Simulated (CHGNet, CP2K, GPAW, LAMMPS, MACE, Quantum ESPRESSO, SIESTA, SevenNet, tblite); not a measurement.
# Running amorphous Si (114 atoms) with SIESTA, part 2 of 2

Aim: run amorphous Si (114 atoms) in SIESTA and see how near its forces come to a plane-wave reference, and at what cost.

Program: SIESTA 5.4.2; the method stands at each step. Banners, paths, timers and routine set-up lines are dropped from the logs unmarked, and long logs keep their key lines alone; longer cuts are marked. The potentials were converted by us to PSML.

So far. Step 2 (PBE, DZP, shift 0.01 Ry, mesh 300 Ry): Forces lie 5.8 % from the reference's, at 0.43 times its CPU time (on 2 against 4 cores). Step 3 (PBE, SZ, shift 0.01 Ry, mesh 300 Ry): Against the first run (5.8 %), the force difference from the reference is 56 %, at 0.23 times the CPU time (on 1 against 2 cores), with 456 basis functions against 1482: the smaller basis costs accuracy.

## 4. PBE, DZ, shift 0.01 Ry, mesh 300 Ry

Method: Kohn-Sham DFT, PBE, PseudoDojo 0.4.1 norm-conserving pseudopotentials (converted to PSML), numerical atomic orbitals (DZ), diagonalisation.

input.fdf reads:

```
SystemLabel cell
NumberOfAtoms 114
NumberOfSpecies 1
%block ChemicalSpeciesLabel
  1 14 Si
%endblock ChemicalSpeciesLabel
LatticeConstant 1.0 Ang
%block LatticeVectors
  13.28010 0.00000 0.00000
  0.00000 13.28010 0.00000
  0.00000 0.00000 13.28010
%endblock LatticeVectors
PAO.BasisSize DZ
PAO.EnergyShift 0.01 Ry
XC.Functional GGA
XC.Authors PBE
MeshCutoff 300 Ry
%block kgrid_Monkhorst_Pack
  1 0 0 0.0
  0 1 0 0.0
  0 0 1 0.0
%endblock kgrid_Monkhorst_Pack
SolutionMethod diagon
OccupationFunction FD
ElectronicTemperature 580 K
SCF.Mixer.Method Pulay
SCF.Mixer.Weight 0.05
SCF.Mixer.History 8
SCF.Mix Hamiltonian
MaxSCFIterations 300
SCF.DM.Tolerance 1e-04
SCF.H.Tolerance 1.0e-3 eV
WriteForces T
Write.HirshfeldPop T
Write.VoronoiPop T
Write.DM F
Write.H F
XML.Write F
AtomicCoordinatesFormat Fractional
%block AtomicCoordinatesAndAtomicSpecies
[... 114 atom lines left out: the same atoms as in the first run ...]
%endblock AtomicCoordinatesAndAtomicSpecies
```

On the command line:

```
OMP_NUM_THREADS=1 siesta < input.fdf > output.txt
```

Output:

```text
Version         : 5.4.2
reinit: System Name:
reinit: System Label: cell
initatom: Reading input for the pseudopotentials and atomic orbitals ----------
Species number:   1 Atomic number:   14 Label: Si
Ground state valence configuration (from tables):   3s02  3p02  3d00  4f00
---- Processing specs for species: Si
GGA--PBE XC_GGA_X_PBE--XC_GGA_C_PBE pb
Using PAO.SplitTailNorm
%block ChemicalSpeciesLabel
    1   14 Si                      # Species index, atomic number, species label
%endblock ChemicalSpeciesLabel
%block PAO.Basis                 # Define Basis set
Si                    2                    # Species label, number of l-shells
 n=3   0   2                         # n, l, Nzeta
   5.392      3.847
   1.000      1.000
 n=3   1   2                         # n, l, Nzeta
[... lines left out ...]
Total number of electrons:   456.000000
[... lines left out ...]
stepf: Fermi-Dirac step function
        iscf     Eharris(eV)        E_KS(eV)     FreeEng(eV)     dDmax    Ef(eV) dHmax(eV)
[... lines left out ...]
SCF Convergence by DM+H criterion
[... lines left out ...]
SCF cycle converged after 17 iterations
[... lines left out ...]
   Max    4.268195
[... lines left out ...]
   Max    4.268195    constrained
Stress tensor Voigt[x,y,z,yz,xz,xy] (kbar):      -77.64      -57.08      -69.17       10.45        4.80       -6.48
[... lines left out ...]
siesta: Program's energy decomposition (eV):
siesta: Ebs     =     -4326.511159
siesta: Eions   =     22107.980634
siesta: Ena     =      7048.671170
siesta: Ekin    =      4702.218175
siesta: Enl     =      1906.557421
siesta: DEna    =       178.193796
siesta: DUscf   =         7.295732
siesta: Ex      =     -4172.530742
siesta: Ec      =      -584.277502
siesta: Exc     =     -4756.808244
siesta: Eharris =    -13021.852587
siesta: Etot    =    -13021.852583
siesta: FreeEng =    -13021.956952
siesta: Final energy (eV):
siesta:  Band Struct. =   -4326.511159
siesta:       Kinetic =    4702.218175
siesta:       Hartree =    1049.124015
siesta:         Exch. =   -4172.530742
siesta:         Corr. =    -584.277502
siesta:   Exch.-corr. =   -4756.808244
siesta:  Ion-electron =   -6163.413696
siesta:       Ion-ion =   -7852.972833
siesta:         Total =  -13021.852583
siesta:         Fermi =      -3.937414
siesta: Stress tensor (static) (eV/Ang**3):
siesta:    -0.048459   -0.004047    0.002994
siesta:    -0.004048   -0.035625    0.006522
siesta:     0.002994    0.006522   -0.043174
siesta: Cell volume =       2342.092460 Ang**3
siesta: Pressure (static):
siesta:                Solid            Molecule  Units
siesta:           0.00046201          0.00053222  Ry/Bohr**3
siesta:           0.04241955          0.04886592  eV/Ang**3
siesta:          67.96361115         78.29183705  kBar
    Orbital volume contribution        =          57.921874 eV
    (Free)E + p_basis*V_orbitals       =      -12964.035078 eV
    (Free)Eharris+ p_basis*V_orbitals  =      -12964.035082 eV
Hirshfeld Atomic Populations:
Atom #   charge [q] valence [e]  Species
     1     0.000003    3.999997  Si
     2     0.000128    3.999872  Si
     3     0.014758    3.985242  Si
[...]
--------------------
 Total    -0.000022
Voronoi Atomic Populations:
Atom #   charge [q] valence [e]  Species
[...]
113    -0.011764    4.011764  Si
   114     0.001832    3.998168  Si
--------------------
 Total    -0.000022
```

It took 3.4 min on 1 thread of Arm Neoverse V1, shared host; peak memory 1.2 GiB.

Against the reference:

| Item | Value |
| --- | --- |
| r.m.s. force component | 0.9433 eV/Å |
| r.m.s. difference of force components | 180.4 meV/Å |
| longest difference of force vectors | 706.8 meV/Å |
| force difference over r.m.s. force | 22.19 % |
| slope of forces against the reference's | 1.149 |
| correlation of force components | 0.9899 |
| pressure | 6.796 GPa |
| pressure difference | 6.042 GPa |

This is a coarse setting, run to see what it loses.

Against the first run (5.8 %), the force difference from the reference is 22 %, at 0.34 times the CPU time (on 1 against 2 cores), with 912 basis functions against 1482: the smaller basis costs accuracy.

## 5. PBE, DZP, shift 0.002 Ry, mesh 300 Ry

Method: Kohn-Sham DFT, PBE, PseudoDojo 0.4.1 norm-conserving pseudopotentials (converted to PSML), numerical atomic orbitals (DZP), diagonalisation.

input.fdf, as its differences from that of step 4:

```diff
@@ -12,4 +12,4 @@
 %endblock LatticeVectors
-PAO.BasisSize DZ
-PAO.EnergyShift 0.01 Ry
+PAO.BasisSize DZP
+PAO.EnergyShift 0.002 Ry
 XC.Functional GGA
```

On the command line:

```
OMP_NUM_THREADS=1 mpirun -np 2 siesta < input.fdf > output.txt
```

Output:

```text
Version         : 5.4.2
reinit: System Name:
reinit: System Label: cell
initatom: Reading input for the pseudopotentials and atomic orbitals ----------
Species number:   1 Atomic number:   14 Label: Si
Ground state valence configuration (from tables):   3s02  3p02  3d00  4f00
---- Processing specs for species: Si
GGA--PBE XC_GGA_X_PBE--XC_GGA_C_PBE pb
Si pseudopotential only contains V_ls up to l=2 -- lmxkb reset.
Using PAO.SplitTailNorm
%block ChemicalSpeciesLabel
    1   14 Si                      # Species index, atomic number, species label
[... lines left out ...]
stepf: Fermi-Dirac step function
        iscf     Eharris(eV)        E_KS(eV)     FreeEng(eV)     dDmax    Ef(eV) dHmax(eV)
[... lines left out ...]
SCF Convergence by DM+H criterion
[... lines left out ...]
SCF cycle converged after 17 iterations
[... lines left out ...]
   Max    4.029839
[... lines left out ...]
   Max    4.029839    constrained
Stress tensor Voigt[x,y,z,yz,xz,xy] (kbar):      -26.93      -12.44      -22.61        9.90        3.47       -5.76
[... lines left out ...]
siesta: FreeEng =    -13083.756105
[... lines left out ...]
siesta:       Kinetic =    4670.355803
siesta:       Hartree =    1078.696933
siesta:         Exch. =   -4176.154907
siesta:         Corr. =    -584.023206
siesta:   Exch.-corr. =   -4760.178114
siesta:  Ion-electron =   -6683.256371
siesta:       Ion-ion =   -7389.216739
siesta:         Total =  -13083.598487
siesta:         Fermi =      -5.402369
siesta: Stress tensor (static) (eV/Ang**3):
siesta:    -0.016810   -0.003592    0.002168
siesta:    -0.003592   -0.007765    0.006176
siesta:     0.002168    0.006176   -0.014109
siesta: Cell volume =       2342.092460 Ang**3
siesta: Pressure (static):
siesta:                Solid            Molecule  Units
siesta:           0.00014044          0.00022079  Ry/Bohr**3
siesta:           0.01289472          0.02027155  eV/Ang**3
siesta:          20.65962142         32.47859709  kBar
    Orbital volume contribution        =         148.397664 eV
    (Free)E + p_basis*V_orbitals       =      -12935.358441 eV
    (Free)Eharris+ p_basis*V_orbitals  =      -12935.358445 eV
Hirshfeld Atomic Populations:
Atom #   charge [q] valence [e]  Species
     1     0.002898    3.997102  Si
     2    -0.002644    4.002644  Si
     3     0.001275    3.998725  Si
[...]
--------------------
 Total     0.000005
Voronoi Atomic Populations:
Atom #   charge [q] valence [e]  Species
[...]
113    -0.022959    4.022959  Si
   114    -0.010482    4.010482  Si
--------------------
 Total     0.000004
```

Run time: 12 min. Hardware: 2 MPI ranks; peak memory 3.6 GiB; 25 min of CPU time.

Against the reference:

```
r.m.s. force component                  : 0.8639 eV/Å
r.m.s. difference of force components   : 63.79 meV/Å
longest difference of force vectors     : 240 meV/Å
force difference over r.m.s. force      : 7.847 %
slope of forces against the reference's : 1.062
correlation of force components         : 0.999
pressure                                : 2.066 GPa
pressure difference                     : 1.312 GPa
```

Against the first run (5.8 %), the force difference from the reference is 7.8 %, at 2.4 times the CPU time.

## 6. The ladder

Differences are against the plane-wave reference, forces as r.m.s. over components; share is that over the reference's r.m.s. force, slope the least-squares factor from reference forces to these. Total energies of different programs have different zeros and aren't compared.

```
                                                run  Δ force, r.m.s. (meV/Å)  share (%)  slope  Δ pressure (GPa)  cores  CPU time  memory (GiB)
                                          reference                        -          -      -                 -      4    24 min           9.2
        SIESTA PBE, DZP, shift 0.01 Ry, mesh 300 Ry                     47.0       5.79  1.047             0.556      2    10 min           2.4
SIESTA PBE, SZ, shift 0.01 Ry, mesh 300 Ry (coarse)                      457       56.2  1.444              9.96      1   2.4 min          0.98
SIESTA PBE, DZ, shift 0.01 Ry, mesh 300 Ry (coarse)                      180       22.2  1.149              6.04      1   3.4 min           1.2
       SIESTA PBE, DZP, shift 0.002 Ry, mesh 300 Ry                     63.8       7.85  1.062              1.31      2    25 min           3.6
```

Rows marked coarse were listed beforehand as settings not expected to be converged; some can still land near the reference.

CPU time is summed over cores on a shared host, where runs went side by side, so it is rough. Symmetry, cutoffs, thresholds, outputs and thread counts weren't matched or tuned between programs; memory under MPI is the largest rank's times the ranks.

## 7. Summary of results

```json
{
  "nearest in forces": "SIESTA PBE, DZP, shift 0.01 Ry, mesh 300 Ry, 5.8 %",
  "its CPU time": "10 min"
}
```

What this shows: The PBE runs in local orbitals, coarse settings apart, differ by 5.8 % (SIESTA PBE, DZP, shift 0.01 Ry, mesh 300 Ry) to 7.8 % (SIESTA PBE, DZP, shift 0.002 Ry, mesh 300 Ry); basis, grid and potentials can all enter. Runs with settings chosen to be coarse differ by 22 % (SIESTA PBE, DZ, shift 0.01 Ry, mesh 300 Ry) to 56 % (SIESTA PBE, SZ, shift 0.01 Ry, mesh 300 Ry), their programs' other errors included. Of the electronic-structure runs that take under half the reference's CPU time, SIESTA PBE, DZP, shift 0.01 Ry, mesh 300 Ry comes nearest, at 5.8 % in 10 min against 24 min. SIESTA PBE, SZ, shift 0.01 Ry, mesh 300 Ry stiffens the forces by a factor of 1.44 while following their directions (correlation 0.973); the slopes of the 4 SIESTA runs lie between 1.05 and 1.44. In pressure, SIESTA PBE, SZ, shift 0.01 Ry, mesh 300 Ry misses by +10.0 GPa, at the same functional. The reference's pressure holds the uncorrected Pulay stress of its 45 Ry basis, so small pressure differences, and their order, may be the reference's own error. The quench rate of 10 K/ps is many orders above laboratory rates, so the cell is likely richer in defects and strain than a real sample. The network of bonds at the start is that of the classical potential that made the cell, and needn't be the one that DFT or experiment would give. The electronic-structure runs sample only Γ, in a cell whose shortest periodic width is 13 Å, which is coarse for a cell with partly filled levels.

[Also dropped from logs without a mark: logging warnings of Python, and SIESTA's first energy breakdown and zero terms.]

[Logs are printed without paths, hosts, clocks, repeated set-up lines and the standing remarks that a program may print on its own settings, such as how far it seeks lower states.]

[Hosts, paths, dates, database ids (printed as entryN), source tags and the programs' standing remarks are cut or masked in the printed files.]
